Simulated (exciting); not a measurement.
The O K edge of atom 5 in In2O3, space group R-3c, with 2 In at 2.12 Å and 2 In at 2.26 Å (4-fold, site symmetry 2), was computed at 2 levels: exchange and screened direct term (singlet BSE) and independent particles. Common settings: exciting, all-electron LAPW+lo, LDA, 3×3×3 shifted k points, 42 conduction bands, |G+q| up to 3 bohr⁻¹, full RPA screening with nempty = 76, Lorentzian half width 0.45 eV.

Energy from the Kohn–Sham onset, core level to the lowest empty state found on the meshes used; all runs on one relative scale:

```tsv
E (eV)	run 1	run 2
-2.0	0.02	0.04
-1.5	0.02	0.06
-1.0	0.03	0.07
-0.5	0.03	0.10
0.0	0.04	0.16
0.5	0.06	0.26
1.0	0.09	0.46
1.5	0.13	0.70
2.0	0.17	1.18
2.5	0.26	1.61
3.0	0.36	1.83
3.5	0.53	1.48
4.0	0.77	1.00
4.5	1.08	0.73
5.0	1.07	0.64
5.5	0.78	0.79
6.0	0.63	0.93
6.5	0.60	1.08
7.0	0.65	1.17
7.5	0.74	1.16
8.0	0.89	1.09
8.5	1.09	0.82
9.0	1.38	0.66
9.5	1.32	0.58
10.0	1.12	0.54
10.5	1.07	0.44
11.0	1.02	0.36
11.5	0.79	0.32
12.0	0.58	0.34
12.5	0.56	0.32
13.0	0.55	0.29
13.5	0.51	0.27
14.0	0.45	0.27
14.5	0.42	0.25
15.0	0.43	0.19
15.5	0.35	0.15
16.0	0.26	0.14
16.5	0.21	0.15
17.0	0.20	0.19
17.5	0.23	0.21
18.0	0.26	0.20
18.5	0.25	0.21
19.0	0.26	0.24
19.5	0.30	0.23
20.0	0.31	0.22
20.5	0.30	0.22
21.0	0.29	0.22
```

Q: Which run is which, and why?

Run 1: independent particles; highest local maximum in the window at 9.1 eV. Run 2: exchange and screened direct term (singlet BSE); highest local maximum in the window at 2.9 eV. The attractive direct term pulls weight down: the curves pass 0.28 at 2.6 and 0.6 eV in the order of the runs. Fine structure above the first lines is partly noise of the 27-point mesh.

[Banner, clock and machine lines of the logs are left out without a mark of their own.]

[Logs are printed without paths, hosts, clocks, repeated set-up lines and the standing remarks that a program may print on its own settings, such as how far it seeks lower states.]

[Hosts, paths, dates, database ids (printed as entryN), source tags and the programs' standing remarks are cut or masked in the printed files.]
